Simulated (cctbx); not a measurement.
**Accept or mend?**

Cell a = 8.2750 Å, b = 5.2070 Å, c = 10.2530 Å, α = 90.00°, β = 90.00°, γ = 90.00°; space group Pnma (no. 62). The compound is PrMn6.

The data are simulated with cctbx, not measured: Cu Kα, λ = 1.54184 Å, to d = 0.83 Å, 80 % of the full sphere, strongest reflection 70000 counts, noise from counting, a 1.5 % proportional error and a noise floor of 8 counts (s.d.); no absorption, and some extinction, which the refinements don't model.

An anisotropic refinement with weights 1/σ² prints:

```text
Rint 0.016, 449 unique reflections to 0.83 A
cycle     R1     wR2    GooF  max shift (A)
   1  0.0235  0.0594   4.313   0.00240
   2  0.0084  0.0217   1.575   0.00000
final R1 0.0084 wR2 0.0217 GooF 1.575  parameters 39  data/parameter 11.5
atom        x        y        z      Ueq    occ   su(xyz)  su(Uiso or U11)
Pr1    0.73561  0.75000  0.56562   0.0099  1.000  0.00002  0.0001
Mn1    0.93995  0.75000  0.09556   0.0126  1.000  0.00007  0.0003
Mn2    0.85004  0.75000  0.85179   0.0160  1.000  0.00008  0.0003
Mn3    0.59916  0.75000  0.01346   0.0120  1.000  0.00007  0.0003
Mn4    0.68587  0.75000  0.25074   0.0123  1.000  0.00007  0.0003
Mn5    0.43983  0.50400  0.18837   0.0111  1.000  0.00007  0.0002
difference map: max 0.43 min -0.51 rms 0.11
Q1    0.0997  0.7500  0.8724    4    0.46  1.29 A from Pr1
Q2    0.2276  0.2500  0.7800    4    0.38  0.78 A from Mn4
Q3    0.2187  0.7500  0.6040    4    0.37  1.18 A from Mn2
Q4    0.2120  0.2500  0.2998    4    0.37  1.45 A from Pr1
Q5    0.0765  0.2500  0.3638    4    0.36  1.72 A from Pr1
Q6    0.1931  0.7500  0.7750    4    0.34  1.67 A from Pr1
```

Q: Accept it or mend it, and why?

Mend it. The fault: anomalous dispersion left out. Against the right model at the same level, R1 goes from 0.0062 to 0.0084 and GooF from 0.97 to 1.57. No atom is wrong: without f′ and f″ the atoms near an edge get the wrong scattering power, which U and the scale absorb. The signs are weak, and the output alone doesn't single this fault out.

The compound is PrMn6. The right model at the same level gives:

```text
Rint 0.016, 449 unique reflections to 0.83 A
cycle     R1     wR2    GooF  max shift (A)
   1  0.0214  0.0552   4.008   0.00247
   2  0.0062  0.0134   0.974   0.00000
final R1 0.0062 wR2 0.0134 GooF 0.974  parameters 39  data/parameter 11.5
atom        x        y        z      Ueq    occ   su(xyz)  su(Uiso or U11)
Pr1    0.73560  0.75000  0.56562   0.0099  1.000  0.00001  0.0001
Mn1    0.93994  0.75000  0.09560   0.0134  1.000  0.00004  0.0002
Mn2    0.85004  0.75000  0.85181   0.0166  1.000  0.00005  0.0002
Mn3    0.59918  0.75000  0.01343   0.0127  1.000  0.00004  0.0002
Mn4    0.68581  0.75000  0.25076   0.0130  1.000  0.00004  0.0002
Mn5    0.43983  0.50400  0.18836   0.0118  1.000  0.00004  0.0001
difference map: max 0.24 min -0.30 rms 0.07
Q1    0.2260  0.2500  0.7713    4    0.26  0.76 A from Mn4
Q2    0.0947  0.2500  0.3374    4    0.25  1.72 A from Pr1
Q3    0.1713  0.7500  0.3695    4    0.25  1.24 A from Mn4
Q4    0.2053  0.2500  0.2933    4    0.24  1.53 A from Pr1
Q5    0.2147  0.2500  0.0317    4    0.23  1.31 A from Mn2
Q6    0.1391  0.6286  0.7710    8    0.22  1.27 A from Mn5
```

The model is made up (kin elements in a known structure type, no relaxation), so it says nothing on whether the phase exists.

[Middle refinement cycles are left out of these outputs.]

[Logs are printed without paths, hosts, clocks, repeated set-up lines and the standing remarks that a program may print on its own settings, such as how far it seeks lower states.]
